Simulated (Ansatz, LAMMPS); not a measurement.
# Structural relaxation of a frame of liquid 62SiO2-19SrO-17Na2O-2Sc2O3 (mol %) from 2500 K (148 atoms), part 3 of 3

Aim: bring a frame of liquid 62SiO2-19SrO-17Na2O-2Sc2O3 (mol %) from 2500 K (148 atoms) to a nearby minimum of the energy and see what moves.

Ansatz 0.2.0; Kohn-Sham DFT, PBE, PAW (set soft_2), plane waves.

The cell: 32 Si, 10 Sr, 18 Na, 2 Sc and 86 O. The network of bonds at the start is that of the classical potential that made the cell. Sampling is at Γ alone, for a cell whose shortest periodic width is 13 Å.

So far, density (g/cm³): step 5 (structure statistics after relaxation) 2.86.

### 6. Single point at the relaxed geometry

One more single point at the end of the walk gives the fuller output and checks the residual forces.

Contents of input.yaml:

```yaml
crystal:
  lattice:
    - [12.8456, 0.0, 0.0]
    - [0.0, 12.8456, 0.0]
    - [0.0, 0.0, 12.8456]
  atoms:
    - { symbol: Si, position: [0.22419, 0.89424, 0.67137] }
    - { symbol: Si, position: [0.79517, 0.67789, 0.7631] }
    - { symbol: Si, position: [0.38202, 0.27578, 0.90857] }
    - { symbol: Si, position: [0.18252, 0.20596, 0.80154] }
    - { symbol: Si, position: [0.329, 0.63409, 0.13741] }
    - { symbol: Si, position: [0.64519, 0.63972, 0.33881] }
    - { symbol: Si, position: [0.6931, 0.59824, 0.98634] }
    - { symbol: Si, position: [0.53164, 0.09974, 0.84415] }
    - { symbol: Si, position: [0.63908, 0.15904, 0.05448] }
    - { symbol: Si, position: [0.16358, 0.11798, 0.36384] }
    - { symbol: Si, position: [0.68906, 0.10102, 0.37426] }
    - { symbol: Si, position: [0.09, 0.65479, 0.4718] }
    - { symbol: Si, position: [0.80896, 0.87321, 0.88168] }
    - { symbol: Si, position: [0.02171, 0.58764, 0.69435] }
    - { symbol: Si, position: [0.83096, 0.96338, 0.50383] }
    - { symbol: Si, position: [0.06562, 0.3478, 0.64768] }
    - { symbol: Si, position: [0.55724, 0.74613, 0.13974] }
    - { symbol: Si, position: [0.34067, 0.85392, 0.08608] }
    - { symbol: Si, position: [0.39142, 0.75272, 0.56189] }
    - { symbol: Si, position: [0.08786, 0.09975, 0.99105] }
    - { symbol: Si, position: [0.99043, 0.4215, 0.15904] }
    - { symbol: Si, position: [0.57246, 0.86914, 0.80984] }
    - { symbol: Si, position: [0.23344, 0.9778, 0.88931] }
    - { symbol: Si, position: [0.84117, 0.61722, 0.17754] }
    - { symbol: Si, position: [0.70169, 0.96013, 0.1972] }
    - { symbol: Si, position: [0.43289, 0.66673, 0.78039] }
    - { symbol: Si, position: [0.24582, 0.11029, 0.5929] }
    - { symbol: Si, position: [0.47433, 0.44644, 0.7608] }
    - { symbol: Si, position: [0.49316, 0.44291, 0.3578] }
    - { symbol: Si, position: [0.30259, 0.60285, 0.3849] }
    - { symbol: Si, position: [0.83898, 0.3274, 0.69176] }
    - { symbol: Si, position: [0.95349, 0.78929, 0.06969] }
    [... 110 atom lines left out ...]
    - { symbol: O, position: [0.34431, 0.30638, 0.02272] }
    - { symbol: O, position: [0.10903, 0.98213, 0.93008] }
    - { symbol: O, position: [0.11955, 0.32476, 0.76142] }
    - { symbol: O, position: [0.25552, 0.09234, 0.84772] }
    - { symbol: O, position: [0.50036, 0.35269, 0.44602] }
    - { symbol: O, position: [0.57417, 0.40318, 0.70036] }
kpoints:
  mp_grid: { grid: [1, 1, 1] }
hamiltonian:
  xc: pbe
scf:
  occupations: { method: fermi_dirac, width: 0.215 }
output:
  forces: true
  stress: true
  populations: true
  dos:
    method: { smearing: { sigma: 0.08 } }
    de: 0.1
    projected: { site_lists: { Na: [Na], O: [O], Sc: [Sc], Si: [Si], Sr: [Sr] } }
  eigenvalues: true
  write_density: true
  write_potential: true
  volumetric_format: npy
  elf: true
```

The run is started by

```
$ ansatz run input.yaml --threads 4 --pin off --max-ram 8192MiB --backend cpu --events-out ev --progress --plain --runs-dir out
```

Numbers of over 12 decimals in the logs are rounded to 6 here.

The program printed:

```text
[...]
Crystal: 148 atoms, lattice volume = 2119.645 Å³
Basis set: ecut = 420 eV, 41395 PW (Γ), exchange–correlation on 180×180×180 points (8 copies of the dense FFT grid, shifted against one another)
Bands: 640, of which v1, the nominal top of the filled ones, is band 464 counted from 1 (463 counted from 0)
Symmetry: 1 space group operations
[...]
k-points: 1
[...]
SCF iter   1: F=—  HF=-135790.580258 eV  |F-HF|=—  |Δ(HF+E_count)|=         —  Δρ=2.02e-3  dr2=1.30e-1  ethr=1.77e-3  ⟨swp⟩=8.0  Hψ=3329  notcnv=0  defer=11
[...]
SCF iter   9: F=-135790.593847 eV  HF=-135790.593847 eV  |F-HF|=4.81e-8  |Δ(HF+E_count)|=   2.97e-7  Δρ=2.07e-6  dr2=9.25e-8  ethr=1.08e-11  ⟨swp⟩=18.0  Hψ=5501  notcnv=0
SCF 1 converged in 9 iterations: F = -135790.593847 eV  dr2 = 9.25e-8
[...]
SCF converged after 9 iterations
Free energy (F): -135790.593847 eV
[...]
Internal energy: -135790.587462 eV  (E = F + TS)
E sigma→0 (E₀):  -135790.590655 eV
Entropy (-TS):   -0.006385 eV (-0.043 meV/atom)
Fermi energy:    6.075409 eV
[...]
--- Forces (eV/Å), atoms counted from 1 ---
  atom   1  Si    -0.00110629     0.00781259    -0.00699790
  atom   2  Si    -0.01010156    -0.00605637    -0.01290624
  atom   3  Si     0.00262626    -0.01593767     0.00095341
  atom   4  Si     0.00181988    -0.01318634     0.00470794
  atom   5  Si    -0.00452688     0.00923884    -0.00096766
  atom   6  Si    -0.00530547     0.00474749    -0.00406236
  atom   7  Si     0.00714896    -0.00112534    -0.00705956
  atom   8  Si    -0.01125822     0.00379281    -0.00382671
  atom   9  Si     0.01179396     0.00203192     0.00271306
  atom  10  Si     0.00069951    -0.00499695     0.00777093
  atom  11  Si     0.01857070    -0.01262487     0.00633018
  atom  12  Si     0.00369231     0.00478744     0.00143334
  atom  13  Si    -0.00446534     0.00266306    -0.01009734
  atom  14  Si    -0.00617917    -0.00499905     0.00101668
[...]
atom 147  O      0.00242384     0.00248395    -0.00265360
  atom 148  O     -0.00462003    -0.00452534    -0.00656211
  max |Σ_I F_I| component: 9.23e-5 eV/Å
--- Stress (GPa, compression-positive) ---
       -0.066012      -0.196827       1.200948
       -0.196827       1.571430       0.565666
        1.200948       0.565667      -0.161252
  P = ⅓ Tr σ = 0.4481 GPa (4.481 kbar)
--- Band table (eV) ---
[...]
--- Löwdin populations: 148 sites ---
  site symbol       q [e]
     0     Si      2.3366
     1     Si      2.3247
     2     Si      2.3748
[...]
147      O      7.0179
  spilling = 0.010966 (of n_electrons = 928.000000)
```

Elapsed: 59 s, on 4 threads of Arm Neoverse V2, shared host; peak memory 3.7 GiB; 3.8 min of CPU time.

The run gave:

* free energy: -135790.5938 eV
* free energy per atom: -917.5040 eV/atom
* SCF cycles: 9
* pressure: 0.4481 GPa
* r.m.s. force component: 0.00575 eV/Å
* longest force: 0.03543 eV/Å
* Fermi energy: 6.075 eV
* gap (highest filled to lowest empty level): 3.403 eV
* spilling of the projection: 0.01097

Löwdin charges by element and coordination (they lack the spilled electrons, 0.069 e an atom on average):

```csv
element,coordination,atoms,mean charge (e),spread,least,most
Na,all,18,0.791,0.0185,0.766,0.832
Na,3,6,0.795,0.0159,0.776,0.819
Na,4,8,0.785,0.0167,0.766,0.820
Na,5,4,0.798,0.0213,0.778,0.832
O,all,86,-0.893,0.0942,-1.06,-0.763
O,2,17,-0.807,0.0431,-0.972,-0.763
O,3,45,-0.872,0.0779,-1.03,-0.800
O,4,22,-0.991,0.0585,-1.06,-0.842
O,5,2,-1.01,0.0065,-1.02,-1.00
Sc,all,2,1.25,0.0196,1.23,1.27
Sc,4,1,1.23,0,1.23,1.23
Sc,5,1,1.27,0,1.27,1.27
Si,all,32,1.63,0.0533,1.53,1.72
Si,4,30,1.63,0.0535,1.53,1.72
Si,5,2,1.68,0.0075,1.67,1.69
Sr,all,10,1.80,0.007,1.78,1.81
Sr,5,3,1.80,0.0064,1.80,1.81
Sr,6,6,1.79,0.0055,1.78,1.80
Sr,7,1,1.79,0,1.79,1.79
```

Density of states as counts of states in windows of 1 eV (from the Fermi level), total and the larger projections:

```csv
from (eV),to (eV),total,O p,Si p
-10,-9,18.9,13.1,2.1
-9,-8,33.0,24.5,5.8
-8,-7,20.5,15.5,3.0
-7,-6,61.8,48.4,6.3
-6,-5,84.7,72.5,5.3
-5,-4,99.0,89.7,3.1
-4,-3,105.8,98.9,2.1
-3,-2,63.1,60.2,0.9
-2,-1,5.0,4.8,0.0
-1,1,0.0,0.0,0.0
1,2,2.0,0.0,0.0
2,3,17.8,1.7,0.7
3,4,32.4,2.8,2.8
4,5,51.3,3.8,8.0
```

The curve was stored every 0.10 eV, coarse against its broadening of 0.08 eV, so these counts are rough.

Between -26 and -10 eV lie 364 more states.

About 72 of the 928 electrons lie in deeper levels, below the stored range.

The levels nearest the highest filled one (over half full), pooled over k-points and spins:

```csv
level less the highest filled one (eV),occupation
-0.406,2
-0.388,2
-0.336,2
-0.1,2
-0.0811,2
0,2
3.40,0.001
4.04,0
4.26,0
4.50,0
4.60,0
4.67,0
```

Electrostatic potential energy in the ab plane at fractional z = 0.070, with atoms of Si and Sr and Na and O within 0.2 Å of it. With pseudopotentials it is smooth inside the atoms' cores, unlike the true potential.

Values in eV, 13 rows by 16 columns, each cell a mean:
```
  9   6   2   5   6   3   5   7   4  -2   5   8   7   1   4   9
 -1   8   7   6  -8 -37 -15 -11   3   4   8  10  10   9   4  -1
 -7   9   9   7 -13 -22  -6 -14  -2   2   9  10  10   7 -19 -41
  3  10   9   4 -31  -6   8   8   0 -12  -7  10  10   8  -2 -13
 10  10   9   8   2  -5   5   7   8   0  -5   5  -4   0   8   9
 10  10  10   9 -16  -8   6   5   7   8   5   3 -23 -13   8   9
  5  10  10   8 -12  -3  -5 -32 -18   6   9   9   9  10   9   8
-18   7   4 -10   5   8  -7 -36 -21   5   9  10   9   9   8   2
  8   9   3  -7   5   1   6   4   5   8   9   9   9   8   6   6
  8   9   8   8   9   4   9  10  10   7   5 -20  -2   8   4   5
  6   7   8   9   6 -12  -3   9  -6 -16 -34  -9   7   9   8   2
 -9   1 -23 -20   5 -22 -11   8   8  -6 -24  -4   8   6   7 -23
  7   3  -1   2   8   6   6   8   7   6 -11 -14   5 -18  -3   8
```
Columns run along a (12.8 Å; values clipped at the 3rd and 97th percentile), rows up along b (12.8 Å). Atoms in or near the plane, at fractional coordinates: Si at (0.64, 0.16), Si at (0.95, 0.79), Sr at (0.47, 0.45), Na at (0.36, 0.14), O at (0.28, 0.74), O at (0.80, 0.59), O at (0.18, 0.10), O at (0.29, 0.53).

ELF in the ab plane at fractional z = 0.070, with atoms of Si and Sr and Na and O within 0.2 Å of it. It is the smooth field of the valence electrons, not physical close to the nuclei.

Ten even steps from '0' (0.00) to '9' (0.85), each cell a mean:
```
111000000012210000002202564102441000
776300000133321244113310000000000014
898730001233214789710012320002442137
887530001221127988960135530025775337
432100025788526999951111100013454122
543100179879831355423554200000122113
886410179868730011127999840000012237
787510025787523676227989841233200125
454200001233225898403788623788841002
000000025788632466300233227966972000
000000158978951011100012226999951000
444200159978951589850255311477510012
888510013788515964893156520011000147
999620232011006964894024310000000369
888501666302321589971000000000000137
454200464127985112200000234310001002
011000000179998400000013689851001100
000000000268986202564214898984001100
210001110011210026898634898984000012
863125664103553038999821477652001578
984269999406556116888512332100015998
984388579603665003443248986300003898
752368898500010000100379899602541278
110112442000000000000159999405664012
```
Columns run along a (12.8 Å), rows up along b (12.8 Å). Atoms in or near the plane, at fractional coordinates: Si at (0.64, 0.16), Si at (0.95, 0.79), Sr at (0.47, 0.45), Na at (0.36, 0.14), O at (0.28, 0.74), O at (0.80, 0.59), O at (0.18, 0.10), O at (0.29, 0.53).

Mean Löwdin charges: Na +0.79, O -0.89, Sc +1.25, Si +1.63, Sr +1.80 e (they miss 1.1 % of the electrons, so they add up to more than the cell's charge).

Local excerpt of 13 atoms (numbers count through the whole input) about O144, which has 2 bonded neighbours where the commonest count for O is 3; x, y, z are measured from there.

```
atom      x      y      z  distance (Å)  bonds  Löwdin charge (e)
O144   0.00   0.00   0.00          0.00      2              -0.81
Si23   1.60  -0.06  -0.52          1.68      4               1.66
Si20  -0.27   1.51   0.78          1.72      4               1.59
O146   1.88   1.42  -1.06          2.58      2              -0.79
O130   0.91   1.50   1.91          2.59      3              -0.82
O132  -0.23   2.64  -0.45          2.69      3              -0.82
O108   1.74  -1.24  -1.67          2.71      3              -0.82
O137   2.52  -0.73   0.69          2.71      2              -0.80
Na51  -1.52   0.48  -2.31          2.81      3               0.80
O118  -1.66   1.76   1.53          2.87      4              -0.99
O101  -1.02  -1.34   2.49          3.00      3              -0.83
Sc62   0.51  -0.15   3.01          3.06      4               1.23
Sr35   0.77  -3.20  -0.33          3.31      5               1.81
```

The column of bonds counts only the pairs O-Si within 2.16 Å, O-Na within 2.73 Å, O-Sr within 3.08 Å, O-Sc within 2.76 Å; other neighbours, such as metal atoms beside each other in a compound, aren't counted, and periodic images can show an atom twice.

### 7. With basis.xc_grid = 3

Changed here: basis.xc_grid = 3.

input.yaml, the sections that differ from step 6:

```yaml
crystal:
  lattice:
    - [12.8456, 0.0, 0.0]
    - [0.0, 12.8456, 0.0]
    - [0.0, 0.0, 12.8456]
  atoms:
    [... the 148 atom lines of step 3 ...]
output:
  forces: true
  stress: true
  populations: true
  dos:
    method: { smearing: { sigma: 0.08 } }
    de: 0.1
    projected: { site_lists: { Na: [Na], O: [O], Sc: [Sc], Si: [Si], Sr: [Sr] } }
  eigenvalues: true
basis:
  xc_grid: 3
# kpoints, hamiltonian, scf: as in step 6
```

The program printed:

```text
[...]
Crystal: 148 atoms, lattice volume = 2119.645 Å³
Basis set: ecut = 420 eV, 41395 PW (Γ), exchange–correlation on 270×270×270 points (27 copies of the dense FFT grid, shifted against one another)
Bands: 640, of which v1, the nominal top of the filled ones, is band 464 counted from 1 (463 counted from 0)
Symmetry: 1 space group operations
[...]
k-points: 1
[...]
SCF iter   1: F=—  HF=-135725.524110 eV  |F-HF|=—  |Δ(HF+E_count)|=         —  Δρ=3.25e-3  dr2=3.47e-1  ethr=1.77e-3  ⟨swp⟩=7.0  Hψ=3350  notcnv=0  defer=32
[...]
SCF iter  12: F=—  HF=-135725.500954 eV  |F-HF|=—  |Δ(HF+E_count)|=   1.18e-7  Δρ=2.15e-6  dr2=1.15e-7  ethr=1.08e-11  ⟨swp⟩=16.0  Hψ=2852  notcnv=0
SCF iter  13: F=-135725.500954 eV  HF=-135725.500954 eV  |F-HF|=1.80e-9  |Δ(HF+E_count)|=   1.66e-8  Δρ=1.01e-6  dr2=2.38e-8  ethr=1.08e-11  ⟨swp⟩=5.0  Hψ=1913  notcnv=0
SCF 1 converged in 13 iterations: F = -135725.500954 eV  dr2 = 2.38e-8
[...]
SCF converged after 13 iterations
Free energy (F): -135725.500954 eV
[...]
Internal energy: -135724.995162 eV  (E = F + TS)
E sigma→0 (E₀):  -135725.248058 eV
Entropy (-TS):   -0.505792 eV (-3.418 meV/atom)
Fermi energy:    6.149931 eV
[...]
Σ components = -135725.500954   (vs F -135725.500954, Δ=0.00e0)
--- Forces (eV/Å), atoms counted from 1 ---
  atom   1  Si    10.90650650     2.45408948    -0.91090975
  atom   2  Si     4.28211009     3.41129768    -2.26852697
  atom   3  Si     6.48483878    -1.00273033     2.56308760
  atom   4  Si    -0.98737525    -1.37372671     2.41427426
[...]
atom 148  O     -3.44908897     1.09509856     1.32869051
  max |Σ_I F_I| component: 8.95e-5 eV/Å
--- Stress (GPa, compression-positive) ---
        8.345474      -0.849102      -0.499018
       -0.849101       3.228891       0.774512
       -0.499019       0.774510       3.257502
  P = ⅓ Tr σ = 4.9440 GPa (49.440 kbar)
--- Band table (eV) ---
[...]
--- Löwdin populations: 148 sites ---
  site symbol       q [e]
     0     Si      2.3542
     1     Si      2.3294
     2     Si      2.3709
[...]
147      O      7.0003
  spilling = 0.011515 (of n_electrons = 928.000000)
```

Wall time 68 s (4 threads); peak memory 4.1 GiB.

Geometry and reference: those of the single point at the start.

Forces differ from those of the single point at the start by 0.006 meV/Å r.m.s., 2.0e-4 % of their size. It took 0.98 times the reference's time (shared host, so rough).

### 8. Results

```
energy change in the relaxation                  : -439.8 meV/atom
r.m.s. displacement                              : 1 Å
largest displacement                             : 3.965 Å
free energy per atom                             : -917.5040 eV/atom
pressure                                         : 0.4481 GPa
r.m.s. force component                           : 0.00575 eV/Å
gap (highest filled to lowest empty level) : 3.403 eV
wall time of the 4 DFT runs                      : 42 min
```

What this shows: Relaxation lowers the energy by 440 meV/atom and moves atoms by 1 Å r.m.s.; the r.m.s. force component goes from 3.0 to 0.0057 eV/Å, the pressure goes from 4.9 to 0.45 GPa. By the final cutoffs 43 of 245 bonded pairs parted and 65 joined. From the first step to the last the energy fell by 65.094 eV, and the largest move was 3.96 Å (Na50). The O-Sc bonds change most in mean length: from 2.186 Å (spread 0.115) to 2.038 Å (spread 0.074). Counting bonds as in the table, 44 % of Na atoms have 4, 52 % of O atoms have 3, 50 % of Sc atoms have 4 and as many 5 and 94 % of Si atoms have 4 bonded neighbours. Counting bonds to Si alone, not to Sc, 51 % of the oxygens join two of these atoms and 49 % one. Between filled and empty levels lie 3.40 eV (at Γ alone); a semilocal functional tends to put such gaps too low. In a disordered cell it changes from sample to sample and from frame to frame.

What to keep in mind: The network of bonds at the start is that of the classical potential that made the cell; in DFT 43 of its 245 bonded pairs passed out of the cutoffs and 65 came within them.

[Logs are printed without paths, hosts, clocks, repeated set-up lines and the standing remarks that a program may print on its own settings, such as how far it seeks lower states.]

[Hosts, paths, dates, database ids (printed as entryN), source tags and the programs' standing remarks are cut or masked in the printed files.]
